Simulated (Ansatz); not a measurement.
# Work function of Cd(0001): what the settings cost and change

Aim: the work function of Cd(0001) across levels of theory at one geometry.

Main program and level: Ansatz 0.2.0; plane-wave DFT, PBE, Ansatz PAW, in the first sound run; inputs show where later runs differ.

## Step 1: Starting point

The cell holds 7 atoms: 7 Cd. Cell: a = 2.980 Å, b = 2.980 Å, c = 34.861 Å, α = 90.0°, β = 90.0°, γ = 60.0°. Vacuum lies along c.

## Step 2: Run, setting PBE, Ansatz PAW (420 eV)

A work function rests on the faint tail of the density, so the SCF threshold is tight. PBE on the default files comes first; the next runs keep the geometry and change functional or files, each at the cutoff that its files recommend; a relaxation and, for heavy metals, spin-orbit coupling close the ladder.

File input.yaml:

```yaml
crystal:
  lattice:
    - [2.98, 0.0, 0.0]
    - [1.49, 2.5807557033, 0.0]
    - [0.0, 0.0, 34.86084]
  atoms:
    - { symbol: Cd, position: [0.0, 0.0, 0.2581693384] }
    - { symbol: Cd, position: [0.6666666667, 0.6666666667, 0.338779559] }
    - { symbol: Cd, position: [0.0, 0.0, 0.4193897795] }
    - { symbol: Cd, position: [0.6666666667, 0.6666666667, 0.5] }
    - { symbol: Cd, position: [0.0, 0.0, 0.5806102205] }
    - { symbol: Cd, position: [0.6666666667, 0.6666666667, 0.661220441] }
    - { symbol: Cd, position: [0.0, 0.0, 0.7418306616] }
kpoints:
  mp_grid: { grid: [16, 16, 1] }
hamiltonian:
  xc: pbe
scf:
  occupations: { method: fermi_dirac, width: 0.1 }
  convergence: { dr2_threshold: 1.0e-09 }
efield:
  axis: 3
  dipole_correction: true
  ramp_position: 0.97
  ramp_width: 0.06
output:
  write_potential: true
  write_density: true
  volumetric_format: npy
  elf: true
```

Command:

```sh
$ ansatz run input.yaml --threads 4 --pin off --max-ram 6144MiB --backend cpu --events-out ev --progress --plain --runs-dir out
```

Log:

```text
Engine: ansatz 0.2.0, x86_64-unknown-linux-gnu
Pseudopotentials: kind: paw
Pseudopotential: Cd, paw, valence charge 20, recommended cutoff 420 eV (normal), Cd.paw.azcp
Functional definition: PBE
  parameter kappa = 0.804
  parameter beta = 0.066725
  exchange = pbe_x(kappa = kappa, mu = beta*pi^2/3)
  correlation = pbe_c(beta = beta)
Crystal: 7 atoms, lattice volume = 268.103 Å³
Basis set: ecut = 420 eV, 5097 PW (Γ)
Bands: 84, of which v1, the nominal top of the filled ones, is band 70 counted from 1 (69 counted from 0)
Symmetry: 6 space group operations
k-points: 30 of 256 (time reversal used)
Non-local potential: Cd, projectors of the file, l = 0: 3, l = 1: 2, l = 2: 2, l = 3: 1
PAW form: soft (Blöchl's): semilocal exchange-correlation on the pseudo side does not see the compensation charge
PAW one-centre angular grid: Cd, 590 points (default); XC on 64 Gauss nodes
Initial density: superposition of atomic densities (neutral atoms: chi_scale 0, normalization atom), corrected by the library's trained network
Initial wavefunctions: pseudopotential atomic-orbital guess
Functional: x = pbe(κ = 0.804, μ = 0.219515), c = pbe(β = 0.066725)
SCF iter   1: F=—  HF=-57780.958571 eV  |F-HF|=—  |Δ(HF+E_count)|=         —  Δρ=1.16e-3  dr2=4.48e-2  ethr=1.77e-3  p=0.000 e·Å  D=3.69e-13 V/Å  ΔV_dip=-0.00 eV  dr2_dipole=2.93e-7  V_vac-E_F(+/−)=3.95/3.95 eV  ⟨swp⟩=8.3  Hψ=10069  notcnv=0  defer=54
efield: sawtooth ramp at fractional position 0.9700 (set: `efield.ramp_position`, or a place that a band, a saddle search or an elastic batch's reference lends), width 0.0600; the density the first Hamiltonian is built on has a dipole p = 0.000 e·Å; the dipole correction subtracts the counter field D = 3.69e-13 V/Å, which shifts the + side's vacuum level by -0.00 eV against the − side's; the planar-averaged density in the ramp window peaks in size at 2.6e-5 e/Å³
preconditioner: auto → LDOS  [metal: Δε(μ)=0.032 eV  Ē_g=12.431 eV  σ=0.100 eV  W_gap=0.08  n_scr=44 (ndim 8)  ℏωp=20.8 eV  f_vac=0.423  D(μ)=2.02/eV (n_scr^D=12)  β→1.0]
SCF iter   2: F=—  HF=-57780.954518 eV  |F-HF|=—  |Δ(HF+E_count)|=   4.05e-3  Δρ=1.10e-3  dr2=3.15e-3  ethr=3.20e-5  p=-0.000 e·Å  D=-1.01e-5 V/Å  ΔV_dip=0.00 eV  dr2_dipole=2.06e-7  V_vac-E_F(+/−)=3.89/3.89 eV  ⟨swp⟩=2.1  Hψ=4256  notcnv=0  defer=89
SCF iter   3: F=—  HF=-57780.953996 eV  |F-HF|=—  |Δ(HF+E_count)|=   5.22e-4  Δρ=7.38e-4  dr2=1.67e-3  ethr=2.25e-6  p=-0.000 e·Å  D=-3.17e-6 V/Å  ΔV_dip=0.00 eV  dr2_dipole=3.97e-8  V_vac-E_F(+/−)=3.88/3.88 eV  ⟨swp⟩=2.0  Hψ=4475  notcnv=0  defer=89
SCF iter   4: F=—  HF=-57780.953636 eV  |F-HF|=—  |Δ(HF+E_count)|=   3.59e-4  Δρ=2.37e-4  dr2=2.59e-4  ethr=1.19e-6  p=-0.000 e·Å  D=-2.75e-7 V/Å  ΔV_dip=0.00 eV  dr2_dipole=1.66e-9  V_vac-E_F(+/−)=3.88/3.88 eV  ⟨swp⟩=2.0  Hψ=3328  notcnv=0  defer=89
SCF iter   5: F=—  HF=-57780.953596 eV  |F-HF|=—  |Δ(HF+E_count)|=   4.02e-5  Δρ=6.91e-5  dr2=1.10e-5  ethr=1.85e-7  p=0.000 e·Å  D=3.35e-7 V/Å  ΔV_dip=-0.00 eV  dr2_dipole=3.44e-12  V_vac-E_F(+/−)=3.88/3.88 eV  ⟨swp⟩=2.0  Hψ=3497  notcnv=0  defer=89
SCF iter   6: F=—  HF=-57780.953780 eV  |F-HF|=—  |Δ(HF+E_count)|=   1.84e-4  Δρ=1.20e-5  dr2=3.48e-7  ethr=7.86e-9  p=0.000 e·Å  D=1.83e-7 V/Å  ΔV_dip=-0.00 eV  dr2_dipole=1.85e-12  V_vac-E_F(+/−)=3.88/3.88 eV  ⟨swp⟩=2.0  Hψ=4115  notcnv=0  defer=89
SCF iter   7: F=—  HF=-57780.953780 eV  |F-HF|=—  |Δ(HF+E_count)|=   2.97e-8  Δρ=2.52e-6  dr2=4.51e-8  ethr=2.49e-10  p=0.000 e·Å  D=2.14e-8 V/Å  ΔV_dip=-0.00 eV  dr2_dipole=1.72e-13  V_vac-E_F(+/−)=3.88/3.88 eV  ⟨swp⟩=2.0  Hψ=4102  notcnv=0  defer=89
SCF iter   8: F=—  HF=-57780.953780 eV  |F-HF|=—  |Δ(HF+E_count)|=   2.15e-9  Δρ=6.52e-7  dr2=3.34e-9  ethr=3.22e-11  p=-0.000 e·Å  D=-5.74e-9 V/Å  ΔV_dip=0.00 eV  dr2_dipole=8.53e-13  V_vac-E_F(+/−)=3.88/3.88 eV  ⟨swp⟩=2.0  Hψ=3710  notcnv=0  defer=89
SCF iter   9: F=-57780.953780 eV  HF=-57780.953780 eV  |F-HF|=2.18e-11  |Δ(HF+E_count)|=  2.18e-11  Δρ=1.99e-7  dr2=1.80e-10  ethr=1.00e-12  p=0.000 e·Å  D=6.83e-9 V/Å  ΔV_dip=-0.00 eV  dr2_dipole=5.38e-16  V_vac-E_F(+/−)=3.88/3.88 eV  ⟨swp⟩=11.9  Hψ=9178  notcnv=0
SCF 1 converged in 9 iterations: F = -57780.953780 eV  dr2 = 1.80e-10
  greatest PAW one-centre occupation: 1.000 electrons in one spin orbital (limit 2), on the Cd atom at site 1 (counted from 0), in its partial waves of l = 0
WARN: The output density's exchange-correlation potential varies sharply where the density is thin. Do not read a vacuum level from v_tot or v_xc, or from such a field of the output density. On a cell that repeats whose density bears no net charge and no dipole along the vacuum's axis use v_es (v_loc + v_h of the components); under efield.dipole_correction with no amplitude use v_es + v_field, which holds any externa [...]
SCF converged after 9 iterations
Free energy (F): -57780.953780 eV
Harris-Foulkes:  -57780.953780 eV  (|F-HF|=2.18e-11)
Internal energy: -57780.888687 eV  (E = F + TS)
E sigma→0 (E₀):  -57780.921233 eV
Entropy (-TS):   -0.065093 eV (-9.299 meV/atom)
Fermi energy:    6.569028 eV
Dipole field:    D = 0.000000 V/Å  (p = 0.000000 e·Å, saw-weighted, corrected)
Work function:   Φ+ = 3.8771 eV   Φ− = 3.8772 eV
Levels:          The Fermi level and band energies are counted from a zero that moves with the ramp; work functions are not
--- Per-component energies (eV) ---
  E_band       = -3887.829763
  E_kinetic    = 3533.783617
  E_local      = -280552.108021  (includes V_loc(G=0)·N_el)
  E_nonlocal   = 223.715118
  E_hartree    = 139114.409542
  E_xc         = -1240.411471
  E_vxc        = -1555.897259  (∫ρ·V_xc dr)
  E_paw        = -28573.265397  (= ΣΔE_a)
  E_vpaw       = -3766.138371  (= ΣTr[D̂ρ^β])
  E_aug_tail   = 0.000101  (compensation charges beyond the density's cutoff)
  E_efield     = 0.000000  (sawtooth field / dipole correction)
  E_vefield    = 0.000000  (∫n·V_field dr)
  E_ewald      = 109712.987825
  E_smearing   = -0.065093  (= −TS)
  E_closure    = 0.000000  (closes the sum)
  Σ components = -57780.953780   (vs F -57780.953780, Δ=0.00e0)
--- Band table (eV; the first three rows and the last of 30) ---
  k-point 0: bands = [... 66 lower, -0.5285, 0.3979, 1.5051, 2.7749, 4.1831, 5.7267, 7.3454, 8.9068, ... 10 higher]
  k-point 1: bands = [... 66 lower, -0.4188, 0.5025, 1.6029, 2.8532, 4.3201, 5.8338, 7.4432, 8.9979, ... 10 higher]
  k-point 2: bands = [... 66 lower, -0.1107, 0.8030, 1.8868, 3.0873, 4.7177, 6.1530, 7.7344, 9.2692, ... 10 higher]
  k-point 29: bands = [... 66 lower, 7.1579, 7.2338, 7.5347, 7.6203, 7.8083, 7.9364, 8.1640, 8.4109, ... 10 higher]
```

The job ended after 27 s (4 threads of Intel Xeon 6975P-C (Granite Rapids), shared host; peak memory 1.2 GiB).

In the SCF lines HF is the Harris–Foulkes energy and dr2 the Hartree energy of the density residual, in eV; the loop may stop once dr2 is under the threshold and the program's other checks hold. Hψ counts applications of the Hamiltonian.

Numbers from this step:

```
energy at zero smearing   : -57780.9212 eV
work function, upper face : 3.877 eV
```

Running mean over 2.81 Å of the planar mean; the ramp of the sawtooth is left out. The electron's electrostatic potential energy less the Fermi level by z:

```tsv
z (Å)	electron's electrostatic potential energy less the Fermi level (eV)
4	3.88
5	3.87
6	3.75
7	2.30
8	-2.48
9	-4.58
10	-4.72
11	-4.75
12	-4.74
13	-4.75
14	-4.76
15	-4.77
16	-4.78
17	-4.79
18	-4.78
19	-4.78
20	-4.77
21	-4.76
22	-4.75
23	-4.74
24	-4.75
25	-4.72
26	-4.51
27	-1.84
28	2.74
29	3.78
30	3.87
31	3.88
```

Valence density in the ca plane at fractional y = 0.000, with atoms of Cd within 0.2 Å of it. It is the smooth field of the valence electrons, not physical close to the nuclei.

Values in e/Å³, 5 rows by 16 columns, each cell a mean:
```
 6  0  0  0  1 10  2  0  0  0  3  9  0  0  0  0
 0  0  0  0  0  1  0  0  1  0  0  1  0  0  0  0
 0  0  1  0  0  0  0  0  1  0  0  0  0  0  0  0
 1  0  0  0  0  2  0  0  0  0  1  2  0  0  0  0
 9  0  0  0  1 15  3  0  0  0  4 14  0  0  0  0
```
Columns run along c (16.0 Å, from fractional 0.43 to 0.89 of the cell), rows up along a (3.0 Å). Atoms in or near the plane, at fractional coordinates: Cd at (0.58, 0.00), Cd at (0.74, 0.00).

ELF in the ca plane at fractional y = 0.000, with atoms of Cd within 0.2 Å of it. It is the smooth field of the valence electrons, not physical close to the nuclei.

Ten even steps from '0' (0.00) to '9' (0.87), each cell a mean:
```
85312333332224786422233333213588532210000000
43212222222123454222222222212355322210000000
22222222222122222222222222212222222210000000
22221223322122222222223322222222232210000000
22222223222122222222223322212222222210000000
32212222222122333222222222212233222210000000
64212222222223565322222222212466422210000000
96322333332124797422233333213699632210000000
```
Columns run along c (16.0 Å, from fractional 0.43 to 0.89 of the cell), rows up along a (3.0 Å). Atoms in or near the plane, at fractional coordinates: Cd at (0.58, 0.00), Cd at (0.74, 0.00).

Electrostatic potential energy in the ca plane at fractional y = 0.000, with atoms of Cd within 0.2 Å of it. With pseudopotentials it is smooth inside the atoms' cores, unlike the true potential.

Values in eV, 5 rows by 16 columns, each cell a mean:
```
-15   7   6   7   0 -21  -6   8   6   8  -9 -20   3  10  10  10
  0   7  -2   3   6  -4   4   5  -3   6   3  -3   8  10  10  10
  6   7  -7   0   8   5   7   4  -9   5   7   6   9  10  10  10
 -6   7   2   5   5 -11   1   6   1   7  -1 -10   6  10  10  10
-18   6   7   8  -2 -22  -8   8   7   8 -12 -22   2  10  10  10
```
Columns run along c (16.0 Å, from fractional 0.43 to 0.89 of the cell; values clipped at the 3rd and 97th percentile), rows up along a (3.0 Å). Atoms in or near the plane, at fractional coordinates: Cd at (0.58, 0.00), Cd at (0.74, 0.00).

The work function is 3.877 eV.

## Step 3: Run

This step: plane-wave DFT, LDA, Ansatz PAW (Ansatz 0.2.0).

Edit input.yaml of step 2 so:

```diff
@@ -16,3 +16,3 @@
 hamiltonian:
-  xc: pbe
+  xc: lda
 scf:
@@ -29,2 +29 @@
   volumetric_format: npy
-  elf: true
```

Log:

```text
[...]
Crystal: 7 atoms, lattice volume = 268.103 Å³
Basis set: ecut = 420 eV, 5097 PW (Γ)
Bands: 84, of which v1, the nominal top of the filled ones, is band 70 counted from 1 (69 counted from 0)
Symmetry: 6 space group operations
k-points: 30 of 256 (time reversal used)
[...]
k-point 0: bands = [... 66 lower, -0.9262, 0.0001, 1.1057, 2.3633, 3.8214, 5.3437, 6.9637, 8.5625, ... 10 higher]
  k-point 1: bands = [... 66 lower, -0.8155, 0.1047, 1.2027, 2.4405, 3.9592, 5.4515, 7.0619, 8.6540, ... 10 higher]
  k-point 2: bands = [... 66 lower, -0.5081, 0.4036, 1.4838, 2.6710, 4.3589, 5.7727, 7.3539, 8.9260, ... 10 higher]
  k-point 29: bands = [... 66 lower, 6.7588, 6.8061, 7.1062, 7.2550, 7.4349, 7.5692, 7.6798, 8.0399, ... 10 higher]
[key lines of the parts left out:]
SCF converged after 9 iterations
Free energy (F): -56824.660594 eV
Fermi energy:    6.184112 eV
Dipole field:    D = -0.000000 V/Å  (p = -0.000000 e·Å, saw-weighted, corrected)
Work function:   Φ+ = 4.2149 eV   Φ− = 4.2149 eV
```

Wall time 29 s (4 threads); peak memory 1.2 GiB; 98 s of CPU time.

The work function is 4.215 eV, +0.338 eV from the run “PBE, Ansatz PAW (420 eV)”, at 1.1 times its CPU time.

## Step 4: Slab

This step: plane-wave DFT, PBEsol, Ansatz PAW (Ansatz 0.2.0).

Edit input.yaml of step 3 so:

```diff
@@ -16,3 +16,3 @@
 hamiltonian:
-  xc: lda
+  xc: pbesol
 scf:
```

Log:

```text
[...]
Crystal: 7 atoms, lattice volume = 268.103 Å³
Basis set: ecut = 420 eV, 5097 PW (Γ)
Bands: 84, of which v1, the nominal top of the filled ones, is band 70 counted from 1 (69 counted from 0)
Symmetry: 6 space group operations
k-points: 30 of 256 (time reversal used)
[...]
k-point 0: bands = [... 66 lower, -0.6950, 0.2327, 1.3422, 2.6171, 4.0166, 5.5680, 7.1963, 8.7916, ... 10 higher]
  k-point 1: bands = [... 66 lower, -0.5839, 0.3380, 1.4403, 2.6951, 4.1542, 5.6752, 7.2943, 8.8831, ... 10 higher]
  k-point 2: bands = [... 66 lower, -0.2751, 0.6389, 1.7242, 2.9279, 4.5535, 5.9949, 7.5861, 9.1553, ... 10 higher]
  k-point 29: bands = [... 66 lower, 6.9905, 7.0640, 7.3638, 7.4571, 7.6438, 7.7724, 7.9864, 8.2462, ... 10 higher]
[key lines of the parts left out:]
SCF converged after 9 iterations
Free energy (F): -57288.101229 eV
Fermi energy:    6.404553 eV
Dipole field:    D = -0.000000 V/Å  (p = -0.000001 e·Å, saw-weighted, corrected)
Work function:   Φ+ = 3.9925 eV   Φ− = 3.9925 eV
```

The job ended after 28 s (4 threads; peak memory 1.2 GiB).

The work function is 3.992 eV, +0.115 eV from the run “PBE, Ansatz PAW (420 eV)”, at 1.1 times its CPU time.

## Step 5: Slab

This step: plane-wave DFT, RPBE, Ansatz PAW (Ansatz 0.2.0).

Edit input.yaml of step 4 so:

```diff
@@ -16,3 +16,3 @@
 hamiltonian:
-  xc: pbesol
+  xc: rpbe
 scf:
```

Log:

```text
[...]
Crystal: 7 atoms, lattice volume = 268.103 Å³
Basis set: ecut = 420 eV, 5097 PW (Γ)
Bands: 84, of which v1, the nominal top of the filled ones, is band 70 counted from 1 (69 counted from 0)
Symmetry: 6 space group operations
k-points: 30 of 256 (time reversal used)
[...]
k-point 0: bands = [... 66 lower, -0.3680, 0.5581, 1.6657, 2.9389, 4.3369, 5.8868, 7.5020, 9.0206, ... 10 higher]
  k-point 1: bands = [... 66 lower, -0.2589, 0.6627, 1.7636, 3.0176, 4.4734, 5.9937, 7.5997, 9.1114, ... 10 higher]
  k-point 2: bands = [... 66 lower, 0.0491, 0.9633, 2.0482, 3.2528, 4.8701, 6.3124, 7.8906, 9.3818, ... 10 higher]
  k-point 29: bands = [... 66 lower, 7.3182, 7.4057, 7.7057, 7.7702, 7.9606, 8.0862, 8.3554, 8.5613, ... 10 higher]
[key lines of the parts left out:]
SCF converged after 9 iterations
Free energy (F): -57838.522421 eV
Fermi energy:    6.726360 eV
Dipole field:    D = 0.000000 V/Å  (p = 0.000000 e·Å, saw-weighted, corrected)
Work function:   Φ+ = 3.7173 eV   Φ− = 3.7173 eV
```

Elapsed: 30 s, on 4 threads; peak memory 1.2 GiB; 1.7 min of CPU time.

The work function is 3.717 eV, -0.160 eV from the run “PBE, Ansatz PAW (420 eV)”, at 1.1 times its CPU time.

## Step 6: Run

This step: plane-wave DFT, r2SCAN, Ansatz PAW (Ansatz 0.2.0).

Edit input.yaml of step 5 so:

```diff
@@ -16,3 +16,3 @@
 hamiltonian:
-  xc: rpbe
+  xc: r2scan
 scf:
```

Log:

```text
[...]
Crystal: 7 atoms, lattice volume = 268.103 Å³
Basis set: ecut = 500 eV, 6931 PW (Γ), exchange–correlation on 96×96×1024 points (64 copies of the dense FFT grid, shifted against one another)
Bands: 84, of which v1, the nominal top of the filled ones, is band 70 counted from 1 (69 counted from 0)
Symmetry: 6 space group operations
[...]
k-point 0: bands = [... 66 lower, -0.8416, 0.1149, 1.2543, 2.5508, 4.0833, 5.6731, 7.3651, 8.9991, ... 10 higher]
  k-point 1: bands = [... 66 lower, -0.7306, 0.2217, 1.3547, 2.6328, 4.2260, 5.7857, 7.4679, 9.0946, ... 10 higher]
  k-point 2: bands = [... 66 lower, -0.4145, 0.5309, 1.6477, 2.8783, 4.6404, 6.1210, 7.7737, 9.3785, ... 10 higher]
  k-point 29: bands = [... 66 lower, 7.1516, 7.2690, 7.5785, 7.6485, 7.7849, 7.9756, 8.3383, 8.4671, ... 10 higher]
[key lines of the parts left out:]
SCF converged after 12 iterations
Free energy (F): -57877.008917 eV
Fermi energy:    6.534552 eV
Dipole field:    D = -0.000000 V/Å  (p = -0.000000 e·Å, saw-weighted, corrected)
Work function:   Φ+ = 3.9051 eV   Φ− = 3.9051 eV
```

Wall time 61 s (4 threads); peak memory 1.9 GiB.

The work function is 3.905 eV, +0.028 eV from the run “PBE, Ansatz PAW (420 eV)”, at 2.3 times its CPU time.

## Step 7: Run

This step: plane-wave DFT, PBE, JTH PAW (Ansatz 0.2.0).

Edit input.yaml of step 6 so:

```diff
@@ -16,3 +16,4 @@
 hamiltonian:
-  xc: r2scan
+  xc: pbe
+  pseudopotentials: { kind: paw, source: jth }
 scf:
```

Log:

```text
Error: no pseudopotential record for Cd at <dir> Nothing was run.
  By this build's list the table `kind: paw`, `source: jth` of `hamiltonian.pseudopotentials` has no Cd in this build's library.
Fix: take Cd from another table that serves this run, or name a record of your own for Cd alone.
  `kind`, and `accuracy` or `source` (`level` with this project's own files alone, `core` of norm-conserving files with no table named), under `hamiltonian.pseudopotentials` apply to every element of the deck. For PBE this build's library has files of Cd, which may not all serve this run, under
    kind: paw      source: ansatz, or accuracy: standard or stringent (the limits of `source: ansatz`: that key's Limitations)
    kind: nc       source: ansatz or spms, or accuracy: standard or stringent
  To change Cd alone, name a record of the deck's `kind` under `hamiltonian.pseudopotentials.azcp`, as `Cd: <path>` (`python -m ansatz.pseudopotential add <file.upf> <file.azcp>` makes one from a UPF file).
  `python` is the interpreter of the environment that holds the engine's wheel, or a checkout's `.venv/bin/python`.
```

It took 0.04 s on 4 threads; peak memory 0.09 GiB; 0.04 s of CPU time.

The program refused the input before any cycle.

The program's message: “Error: no pseudopotential record for Cd at <dir> Nothing was run.”

## Step 8: Run

This step: plane-wave DFT, PBE, norm-conserving (Ansatz 0.2.0).

Edit input.yaml of step 7 so:

```diff
@@ -17,3 +17,3 @@
   xc: pbe
-  pseudopotentials: { kind: paw, source: jth }
+  pseudopotentials: { kind: nc }
 scf:
```

Log:

```text
[...]
Crystal: 7 atoms, lattice volume = 268.103 Å³
Basis set: ecut = 1071 eV, 21157 PW (Γ)
Bands: 84, of which v1, the nominal top of the filled ones, is band 70 counted from 1 (69 counted from 0)
Symmetry: 6 space group operations
k-points: 30 of 256 (time reversal used)
[...]
k-point 0: bands = [... 66 lower, -0.4397, 0.4867, 1.5940, 2.8638, 4.2728, 5.8164, 7.4354, 8.9964, ... 10 higher]
  k-point 1: bands = [... 66 lower, -0.3300, 0.5914, 1.6918, 2.9421, 4.4097, 5.9235, 7.5332, 9.0876, ... 10 higher]
  k-point 2: bands = [... 66 lower, -0.0220, 0.8918, 1.9756, 3.1761, 4.8075, 6.2429, 7.8245, 9.3589, ... 10 higher]
  k-point 29: bands = [... 66 lower, 7.2475, 7.3228, 7.6238, 7.7101, 7.8985, 8.0262, 8.2523, 8.5008, ... 10 higher]
[key lines of the parts left out:]
SCF converged after 9 iterations
Free energy (F): -33370.188672 eV
Fermi energy:    6.658724 eV
Dipole field:    D = 0.000000 V/Å  (p = 0.000000 e·Å, saw-weighted, corrected)
Work function:   Φ+ = 3.8763 eV   Φ− = 3.8763 eV
```

Run time: 1.8 min. Hardware: 4 threads; peak memory 3.5 GiB; 6.6 min of CPU time.

The work function is 3.876 eV, -0.001 eV from the run “PBE, Ansatz PAW (420 eV)”, at 4.5 times its CPU time.

[end of part 1 of 2]

[Long decimals in the printed logs are rounded to 6 places.]

[Logs are printed without paths, hosts, clocks, repeated set-up lines and the standing remarks that a program may print on its own settings, such as how far it seeks lower states.]

[Hosts, paths, dates, database ids (printed as entryN), source tags and the programs' standing remarks are cut or masked in the printed files.]

[Maps of the electrostatic potential energy from Ansatz leave out the sawtooth potential of an applied field or a dipole correction, so their vacuum need not be flat; planar profiles and work functions include it.]
